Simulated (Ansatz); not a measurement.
# Te on Co(0001): change of the work function, part 3 of 5

How does one ordered layer of Te (top site) change the work function of Co(0001), and what dipole does each adsorbate carry?

Ansatz 0.2.0; plane-wave DFT, PBE, Ansatz PAW.

So far, work function, upper face (eV): step 2 (the clean slab) 4.93; step 3 (17 atoms, coverage 0.25 ML, cell 2x2) 4.71.

## 4. Work function against coverage

This step: plane-wave DFT, PBE, Ansatz PAW; work function against coverage (Ansatz 0.2.0).

The runs are now put side by side.

Numbers from this step:

```yaml
work_function_of_the_clean_face: 4.929 eV
largest_change_of_the_work_function: -0.2212 eV
```

Work function of the covered face against coverage:

| coverage (adsorbates/nm²) | work function of the covered face (eV) |
| --- | --- |
| 0.00 | 4.93 |
| 4.58 | 4.71 |

The dipole per adsorbate comes from the change of the cell's dipole. Coverage, by row:

```csv
coverage (1/nm²),coverage (ML),work function (eV),change (eV),"dipole per adsorbate, positive end outwards (debye)",mean height of the added atoms over the highest substrate atom (Å)
4.582,0.25,4.708,-0.2212,0.123,2.107
```

## 5. The slab at 0.25 ML, atoms frozen

This step: plane-wave DFT, PBE, Ansatz PAW (Ansatz 0.2.0).

To see where the charge goes, the covered slab, the bare substrate and the adsorbate layer are each run at the same frozen positions and on the same grid.

The input, input.yaml:

```yaml
crystal:
  lattice:
    - [5.02, 0.0, 0.0]
    - [2.51, 4.347447527, 0.0]
    - [0.0, 0.0, 26.8005142519]
  atoms:
    - { symbol: Co, position: [0.3333333333, 0.3333333333, 0.3358144517], spin: 1.7 }
    - { symbol: Co, position: [0.0, 0.0, 0.4117685913], spin: 1.7 }
    - { symbol: Co, position: [0.3333333333, 0.3333333333, 0.4891653137], spin: 1.7 }
    - { symbol: Co, position: [0.0, 0.0, 0.5547787007], spin: 1.7 }
    - { symbol: Co, position: [0.3333333333, 0.8333333333, 0.3358144517], spin: 1.7 }
    - { symbol: Co, position: [0.0, 0.5, 0.4117685913], spin: 1.7 }
    - { symbol: Co, position: [0.3387869875, 0.8306065063, 0.487251559], spin: 1.7 }
    - { symbol: Co, position: [-0.0017002168, 0.5008501084, 0.5634542271], spin: 1.7 }
    - { symbol: Co, position: [0.8333333333, 0.3333333333, 0.3358144517], spin: 1.7 }
    - { symbol: Co, position: [0.5, 0.0, 0.4117685913], spin: 1.7 }
    - { symbol: Co, position: [0.8306065063, 0.3387869875, 0.487251559], spin: 1.7 }
    - { symbol: Co, position: [0.5008501084, -0.0017002168, 0.5634542271], spin: 1.7 }
    - { symbol: Co, position: [0.8333333333, 0.8333333333, 0.3358144517], spin: 1.7 }
    - { symbol: Co, position: [0.5, 0.5, 0.4117685913], spin: 1.7 }
    - { symbol: Co, position: [0.8306065063, 0.8306065063, 0.487251559], spin: 1.7 }
    - { symbol: Co, position: [0.5008501084, 0.5008501084, 0.5634542271], spin: 1.7 }
    - { symbol: Te, position: [0.0, 0.0, 0.6420545475] }
magnetization:
  spin_polarized: true
kpoints:
  mp_grid: { grid: [7, 7, 1] }
hamiltonian:
  xc: pbe
scf:
  occupations: { method: fermi_dirac, width: 0.1 }
  convergence: { dr2_threshold: 1.0e-08 }
efield:
  axis: 3
  dipole_correction: true
  ramp_position: 0.97
  ramp_width: 0.06
output:
  write_potential: true
  write_density: true
  volumetric_format: npy
```

Run with:

```
> ansatz run input.yaml --threads 4 --pin off --max-ram 12288MiB --backend cpu --events-out ev --progress --plain --runs-dir out
```

Numbers of over 12 decimals in the logs are rounded to 6 here.

The program printed:

```text
[...]
Crystal: 17 atoms, lattice volume = 584.899 Å³
Basis set: ecut = 420 eV, 11471 PW (Γ)
Bands: 190, of which v1, the nominal top of the filled ones, is band 144 counted from 1 (143 counted from 0)
Symmetry: 6 space group operations
k-points: 8 of 49 (time reversal used)
[...]
Starting moments: Σ|m| = 27.2 μB on 16 of 17 sites
[...]
SCF iter   1: F=—  HF=-88986.456553 eV  |F-HF|=—  |Δ(HF+E_count)|=         —  Δρ=4.76e-2 (↑2.15e-2 ↓4.76e-2)  dr2=6.39e1  dr2_m=4.32e0  M=27.298 μB ∫|m|=28.518 μB  β_m=1.00  ethr=3.10e-3  p=-0.000 e·Å  D=-1.79e-9 V/Å  ΔV_dip=0.00 eV  dr2_dipole=1.06e1  V_vac-E_F(+/−)=7.15/7.15 eV  ⟨swp⟩=9.2  Hψ=15059  notcnv=0  defer=211
[...]
SCF iter  17: F=-88993.764623 eV  HF=-88993.764623 eV  |F-HF|=8.29e-10  |Δ(HF+E_count)|=   1.35e-9  Δρ=3.07e-7 (↑1.40e-7 ↓3.07e-7)  dr2=1.61e-9  dr2_m=7.23e-11  M=27.140 μB ∫|m|=29.766 μB  ethr=1.33e-12  p=0.033 e·Å  D=1.03e-2 V/Å  ΔV_dip=-0.27 eV  dr2_dipole=3.88e-11  V_vac-E_F(+/−)=4.71/4.98 eV  ⟨swp⟩=12.8  Hψ=14879  notcnv=0
SCF 1 converged in 17 iterations: F = -88993.764623 eV  dr2 = 1.61e-9
[...]
SCF converged after 17 iterations
Magnetization: 27.1398 μB (157.5699 up, 130.4301 down)
Absolute magnetization: 29.7763 μB (∫|ρ↑−ρ↓|, with the PAW one-centre terms)
[...]
Per-site moments (μB) at R_I (Å): [(1.813401, 1.030734), (1.739056, 1.030734), (1.739913, 1.017590), (1.409458, 0.962509), (1.816751, 1.030734), (1.753202, 1.023690), (1.676073, 0.962509), (1.852731, 1.017590), (1.816751, 1.030734), (1.753202, 1.023690), (1.676073, 0.962509), (1.852731, 1.017590), (1.816751, 1.030734), (1.753202, 1.023690), (1.676073, 0.962509), (1.852731, 1.017590), (0.069513, 0.964853)]
Free energy (F): -88993.764623 eV
[...]
Internal energy: -88993.202526 eV  (E = F + TS)
E sigma→0 (E₀):  -88993.483574 eV
Entropy (-TS):   -0.562097 eV (-33.065 meV/atom)
Fermi energy:    2.988382 eV
Dipole field:    D = 0.010257 V/Å  (p = 0.033156 e·Å, saw-weighted, corrected)
Work function:   Φ+ = 4.7080 eV   Φ− = 4.9829 eV
[...]
--- Band table (eV; the first three rows and the last of 16) ---
  k-point 0 ↑: bands = [... 140 lower, 2.0571, 2.0919, 2.2244, 2.2252, 2.2252, 2.2863, 2.2863, 2.2893, ... 42 higher]
  k-point 1 ↑: bands = [... 140 lower, 2.0268, 2.0281, 2.0535, 2.0945, 2.1125, 2.1406, 2.2204, 2.2284, ... 42 higher]
  k-point 2 ↑: bands = [... 140 lower, 1.8495, 1.8830, 1.8873, 1.9143, 1.9382, 1.9796, 2.0213, 2.0305, ... 42 higher]
  k-point 7 ↓: bands = [... 140 lower, 3.5971, 3.6204, 3.6544, 3.7154, 3.7390, 3.7724, 3.8162, 3.8567, ... 42 higher]
```

Run time: 2.7 min. Hardware: 4 threads of Arm Neoverse V1, shared host; peak memory 3.4 GiB; 10 min of CPU time.

This step gave:

| Quantity | Value |
| --- | --- |
| energy at zero smearing | -88993.4836 eV |
| dipole along the normal | 0.03316 e·Å |
| step between the vacuum levels | -0.2749 eV |

The work function of the upper face is 4.71 eV.

## 6. The substrate of the 0.25 ML cell alone

System of this step: Te/Co(0001), substrate alone, atoms held. The cell holds 16 atoms: 16 Co. Its edges and angles: a = 5.020 Å, b = 5.020 Å, c = 26.801 Å, α = 90.0°, β = 90.0°, γ = 60.0°. Vacuum lies along c.

The second part, atoms unmoved.

input.yaml, the sections that differ from step 5:

```yaml
crystal:
  lattice:
    - [5.02, 0.0, 0.0]
    - [2.51, 4.347447527, 0.0]
    - [0.0, 0.0, 26.8005142519]
  atoms:
    - { symbol: Co, position: [0.3333333333, 0.3333333333, 0.3358144517], spin: 1.81 }
    - { symbol: Co, position: [0.0, 0.0, 0.4117685913], spin: 1.74 }
    - { symbol: Co, position: [0.3333333333, 0.3333333333, 0.4891653137], spin: 1.74 }
    - { symbol: Co, position: [0.0, 0.0, 0.5547787007], spin: 1.41 }
    - { symbol: Co, position: [0.3333333333, 0.8333333333, 0.3358144517], spin: 1.82 }
    - { symbol: Co, position: [0.0, 0.5, 0.4117685913], spin: 1.75 }
    - { symbol: Co, position: [0.3387869875, 0.8306065063, 0.487251559], spin: 1.68 }
    - { symbol: Co, position: [-0.0017002168, 0.5008501084, 0.5634542271], spin: 1.85 }
    - { symbol: Co, position: [0.8333333333, 0.3333333333, 0.3358144517], spin: 1.82 }
    - { symbol: Co, position: [0.5, 0.0, 0.4117685913], spin: 1.75 }
    - { symbol: Co, position: [0.8306065063, 0.3387869875, 0.487251559], spin: 1.68 }
    - { symbol: Co, position: [0.5008501084, -0.0017002168, 0.5634542271], spin: 1.85 }
    - { symbol: Co, position: [0.8333333333, 0.8333333333, 0.3358144517], spin: 1.82 }
    - { symbol: Co, position: [0.5, 0.5, 0.4117685913], spin: 1.75 }
    - { symbol: Co, position: [0.8306065063, 0.8306065063, 0.487251559], spin: 1.68 }
    - { symbol: Co, position: [0.5008501084, 0.5008501084, 0.5634542271], spin: 1.85 }
# magnetization, kpoints, hamiltonian, scf, efield, output: as in step 5
```

The program printed:

```text
[...]
Crystal: 16 atoms, lattice volume = 584.899 Å³
Basis set: ecut = 420 eV, 11471 PW (Γ)
Bands: 180, of which v1, the nominal top of the filled ones, is band 136 counted from 1 (135 counted from 0)
Symmetry: 6 space group operations
k-points: 8 of 49 (time reversal used)
[...]
Starting moments: Σ|m| = 28 μB on 16 of 16 sites
[...]
SCF iter   1: F=—  HF=-82005.415531 eV  |F-HF|=—  |Δ(HF+E_count)|=         —  Δρ=5.24e-2 (↑1.38e-2 ↓5.24e-2)  dr2=2.33e1  dr2_m=4.53e0  M=28.975 μB ∫|m|=29.927 μB  β_m=1.00  ethr=3.10e-3  p=-0.000 e·Å  D=-2.36e-8 V/Å  ΔV_dip=0.00 eV  dr2_dipole=2.14e-3  V_vac-E_F(+/−)=7.37/7.37 eV  ⟨swp⟩=9.4  Hψ=14552  notcnv=0  defer=148
[...]
SCF iter  16: F=-82012.595395 eV  HF=-82012.595395 eV  |F-HF|=2.05e-9  |Δ(HF+E_count)|=  7.57e-10  Δρ=6.66e-7 (↑2.10e-7 ↓6.66e-7)  dr2=3.82e-9  dr2_m=3.76e-10  M=27.124 μB ∫|m|=29.931 μB  ethr=2.42e-12  p=0.008 e·Å  D=2.45e-3 V/Å  ΔV_dip=-0.07 eV  dr2_dipole=1.27e-10  V_vac-E_F(+/−)=4.92/4.99 eV  ⟨swp⟩=12.8  Hψ=14628  notcnv=0
SCF 1 converged in 16 iterations: F = -82012.595395 eV  dr2 = 3.82e-9
[...]
SCF converged after 16 iterations
Magnetization: 27.1236 μB (149.5618 up, 122.4382 down)
Absolute magnetization: 29.9408 μB (∫|ρ↑−ρ↓|, with the PAW one-centre terms)
[...]
Per-site moments (μB) at R_I (Å): [(1.805037, 1.030734), (1.749048, 1.030734), (1.759661, 1.017590), (1.758234, 0.962509), (1.806279, 1.030734), (1.743398, 1.023690), (1.720862, 0.962509), (1.803991, 1.017590), (1.806279, 1.030734), (1.743398, 1.023690), (1.720862, 0.962509), (1.803991, 1.017590), (1.806279, 1.030734), (1.743398, 1.023690), (1.720862, 0.962509), (1.803991, 1.017590)]
Free energy (F): -82012.595395 eV
[...]
Internal energy: -82012.061207 eV  (E = F + TS)
E sigma→0 (E₀):  -82012.328301 eV
Entropy (-TS):   -0.534188 eV (-33.387 meV/atom)
Fermi energy:    2.166979 eV
Dipole field:    D = 0.002462 V/Å  (p = 0.007957 e·Å, saw-weighted, corrected)
Work function:   Φ+ = 4.9215 eV   Φ− = 4.9875 eV
[...]
--- Band table (eV; the first three rows and the last of 16) ---
  k-point 0 ↑: bands = [... 132 lower, 1.2299, 1.2515, 1.2515, 1.3628, 1.3893, 1.3893, 1.3972, 1.4599, ... 40 higher]
  k-point 1 ↑: bands = [... 132 lower, 1.1604, 1.1940, 1.2095, 1.2273, 1.2388, 1.2857, 1.2940, 1.3071, ... 40 higher]
  k-point 2 ↑: bands = [... 132 lower, 0.9945, 1.0391, 1.0868, 1.1042, 1.1060, 1.1297, 1.1843, 1.2072, ... 40 higher]
  k-point 7 ↓: bands = [... 132 lower, 2.8084, 2.8451, 2.8595, 2.9128, 2.9482, 2.9772, 2.9957, 3.0612, ... 40 higher]
```

Wall time 2.4 min (4 threads); peak memory 3.2 GiB.

Numbers from this step:

```
energy at zero smearing        : -82012.3283 eV
total moment                   : 27.12 μB
work function, upper face      : 4.922 eV
work function, lower face      : 4.988 eV
dipole along the normal        : 0.007957 e·Å
step between the vacuum levels : -0.06598 eV
```

Site moment by atom:

```csv
atom,site moment (μB)
Co1,1.81
Co2,1.75
Co3,1.76
Co4,1.76
Co5,1.81
Co6,1.74
Co7,1.72
Co8,1.80
Co9,1.81
Co10,1.74
Co11,1.72
Co12,1.80
Co13,1.81
Co14,1.74
Co15,1.72
Co16,1.80
```

The work function of the upper face is 4.92 eV.

## 7. The adsorbate layer of the 0.25 ML cell alone

System of this step: Te/Co(0001), adsorbate layer alone, atoms held. The cell holds 1 atom: 1 Te. Cell: a = 5.020 Å, b = 5.020 Å, c = 26.801 Å, α = 90.0°, β = 90.0°, γ = 60.0°. Vacuum lies along c.

The third part; a free layer of atoms may carry a moment, so spin is on.

input.yaml, the sections that differ from step 6:

```yaml
crystal:
  lattice:
    - [5.02, 0.0, 0.0]
    - [2.51, 4.347447527, 0.0]
    - [0.0, 0.0, 26.8005142519]
  atoms:
    - { symbol: Te, position: [0.0, 0.0, 0.6420545475], spin: 1.0 }
# magnetization, kpoints, hamiltonian, scf, efield, output: as in step 6
```

The program printed:

```text
[...]
Crystal: 1 atoms, lattice volume = 584.899 Å³
Basis set: ecut = 420 eV, 11471 PW (Γ)
Bands: 13, of which v1, the nominal top of the filled ones, is band 8 counted from 1 (7 counted from 0)
Symmetry: 12 space group operations
k-points: 8 of 49
[...]
Starting moments: Σ|m| = 1 μB on 1 of 1 site
[...]
SCF iter   8: F=—  HF=-6977.829050 eV  |F-HF|=—  |Δ(HF+E_count)|=   2.95e-3  Δρ=2.93e-4 (↑2.93e-4 ↓1.44e-4)  dr2=1.97e-3  dr2_m=3.43e-5  M=1.999 μB ∫|m|=1.999 μB  β_m=1.20  ethr=2.89e-6  p=0.000 e·Å  D=6.89e-7 V/Å  ΔV_dip=-0.00 eV  dr2_dipole=1.20e-14  V_vac-E_F(+/−)=5.28/5.28 eV  ⟨swp⟩=2.9  Hψ=338  notcnv=0
[...]
spin-set hold released at iteration 8 (site moments contracting): the magnetisation degrees of freedom join the quasi-Newton model from the next iteration; the mixer history was flushed
SCF iter   9: F=—  HF=-6977.829675 eV  |F-HF|=—  |Δ(HF+E_count)|=   6.25e-4  Δρ=1.27e-4 (↑1.27e-4 ↓3.50e-5)  dr2=1.43e-4  dr2_m=3.20e-5  M=1.999 μB ∫|m|=1.999 μB  β_m=1.20  ethr=2.89e-6  p=0.000 e·Å  D=7.15e-7 V/Å  ΔV_dip=-0.00 eV  dr2_dipole=6.68e-14  V_vac-E_F(+/−)=5.27/5.27 eV  ⟨swp⟩=1.6  Hψ=232  notcnv=0  κ⁻¹=1.0e0(r=1)
density mixer auto → broyden: no gap read (density of states about μ 1.64 of a free-electron gas's, 30 screened modes)
SCF iter  10: F=—  HF=-6977.830472 eV  |F-HF|=—  |Δ(HF+E_count)|=   7.97e-4  Δρ=1.11e-4 (↑1.28e-5 ↓1.11e-4)  dr2=1.05e-4  dr2_m=1.47e-5  M=1.999 μB ∫|m|=1.999 μB  β_m=1.20  ethr=8.94e-7  p=0.000 e·Å  D=7.97e-7 V/Å  ΔV_dip=-0.00 eV  dr2_dipole=1.15e-17  V_vac-E_F(+/−)=5.27/5.27 eV  ⟨swp⟩=2.9  Hψ=314  notcnv=0  κ⁻¹=3.6e-3(r=2)
[...]
SCF iter  17: F=-6977.830834 eV  HF=-6977.830834 eV  |F-HF|=5.39e-9  |Δ(HF+E_count)|=   2.83e-8  Δρ=6.60e-8 (↑3.59e-8 ↓6.60e-8)  dr2=4.71e-11  dr2_m=6.03e-12  M=1.999 μB ∫|m|=1.999 μB  ethr=1.00e-12  p=0.000 e·Å  D=7.81e-7 V/Å  ΔV_dip=-0.00 eV  dr2_dipole=3.26e-19  V_vac-E_F(+/−)=5.28/5.28 eV  ⟨swp⟩=4.9  Hψ=696  notcnv=0
SCF 1 converged in 17 iterations: F = -6977.830834 eV  dr2 = 4.71e-11
[...]
this state was not tested for a lower state beside it, because the mixer in use, unlike msr1, does not test its closes by its own steps (another_mixer; see scf.mixing.algorithm and scf.lower_state_search)
SCF converged after 17 iterations
Magnetization: 1.9993 μB (8.9996 up, 7.0004 down)
Absolute magnetization: 2.0040 μB (∫|ρ↑−ρ↓|, with the PAW one-centre terms)
[...]
Per-site moments (μB) at R_I (Å): [(1.907163, 2.070750)]
Free energy (F): -6977.830834 eV
[...]
Internal energy: -6977.740684 eV  (E = F + TS)
E sigma→0 (E₀):  -6977.785759 eV
Entropy (-TS):   -0.090149 eV (-90.149 meV/atom)
Fermi energy:    -4.516648 eV
Dipole field:    D = 0.000001 V/Å  (p = 0.000003 e·Å, saw-weighted, corrected)
Work function:   Φ+ = 5.2762 eV   Φ− = 5.2762 eV
[...]
--- Band table (eV; the first three rows and the last of 16) ---
  k-point 0 ↑: bands = [... 4 lower, -40.8649, -14.9243, -5.9899, -5.1623, -5.1623, -0.4912, 0.4954, 0.7487, ... 1 higher]
  k-point 1 ↑: bands = [... 4 lower, -40.8649, -14.9074, -5.9566, -5.3700, -5.2041, -0.2156, 0.6093, 0.9328, ... 1 higher]
  k-point 2 ↑: bands = [... 4 lower, -40.8648, -14.8687, -5.8790, -5.7721, -5.2943, 0.3801, 0.8792, 1.4237, ... 1 higher]
  k-point 7 ↓: bands = [... 4 lower, -40.6807, -13.5445, -4.7899, -4.5189, -4.2607, 1.8762, 2.1096, 2.6246, ... 1 higher]
```

Run time: 6.2 s. Hardware: 4 threads; peak memory 0.76 GiB.

Numbers from this step:

```yaml
energy_at_zero_smearing: -6977.7858 eV
total_moment: 1.999 μB
site_moments: 1.907 μB
work_function_upper_face: 5.276 eV
dipole_along_the_normal: 2.52e-6 e·Å
```

Site moment by atom:

```csv
atom,site moment (μB)
Te1,1.91
```

The free layer carries a moment of 2.0 μB a cell.

## 8. Where the charge went at 0.25 ML

This step: plane-wave DFT, PBE, Ansatz PAW; density difference on adsorption (Ansatz 0.2.0).

The densities of the parts are taken from that of the whole and averaged over planes; the first moment of what is left gives the step in the potential.

Numbers from this step:

- largest charge moved: -0.003191 e/Å²
- potential step from the moved charge: -0.2095 eV

The electron density difference oscillates, so the rows of the table below give means over windows of 1 Å about each position, cut where the curve ends. Its maxima inside the range that stand out by 2 % of the span (Å: e/Å³): 8.9: 4.1e-4, 10.7: 5.1e-4, 11.3: 5.2e-4, 12.7: 5.6e-4, 13.5: 0.00140, 14.4: 9.3e-4, 15.0: 0.00152, 16.1: 0.0105, 18.0: 0.00221. Its minima: 9.4: -2.2e-4, 11.0: -0.00115, 11.8: -1.4e-4, 13.1: -0.00198, 14.1: 7.6e-5, 14.7: -0.00124, 15.5: -0.00926, 17.3: -0.00437, 18.9: -5.4e-4.

Planar mean, whole system less its parts. Electron density difference against z; means over each step:

z (Å), electron density difference (e/Å³) and a bar from the least value:
```
        5     0.0000 ###########
        6     0.0000 ###########
        7     0.0000 ###########
        8     0.0000 ###########
        9     0.0000 ###########
       10     0.0000 ###########
       11     0.0000 ###########
       12     0.0001 ###########
       13    -0.0002 ##########
       14     0.0007 ##############
       15    -0.0025 
       16     0.0045 ##############################
       17    -0.0026 
       18     0.0006 #############
       19    -0.0004 #########
       20    -0.0001 ##########
       21     0.0000 ###########
       22     0.0000 ###########
       23     0.0000 ###########
```

The electrons moved below z oscillates, so the rows of the table below give means over windows of 1.94 Å about each position, cut where the curve ends. Its maxima inside the range that stand out by 2 % of the span (Å: e/Å²): 10.7: 7.1e-5, 12.8: 1.4e-4, 14.6: 5.0e-4, 15.0: 4.9e-4, 16.5: 0.00288, 18.5: 5.4e-4. Its minima: 11.2: -2.0e-4, 13.3: -4.2e-4, 14.9: 2.7e-4, 15.6: -0.00319, 17.6: -4.3e-4.

Planar mean, whole system less its parts. Table of electrons moved below z by z; means over each step:

z (Å), electrons moved below z (e/Å²) and a bar from the least value:
```
     2.91    0.00000 ####
     4.85    0.00000 ####
     6.79    0.00001 #####
     8.73   -0.00003 ###
    10.67   -0.00004 ##
    12.61   -0.00009 
    14.55    0.00002 #####
    16.49    0.00050 ##############################
    18.43    0.00019 ##############
    20.37    0.00003 ######
    22.31    0.00000 ####
```

[end of part 3 of 5]

[Logs are printed without paths, hosts, clocks, repeated set-up lines and the standing remarks that a program may print on its own settings, such as how far it seeks lower states.]

[Hosts, paths, dates, database ids (printed as entryN), source tags and the programs' standing remarks are cut or masked in the printed files.]

[Maps of the electrostatic potential energy from Ansatz leave out the sawtooth potential of an applied field or a dipole correction, so their vacuum need not be flat; planar profiles and work functions include it.]
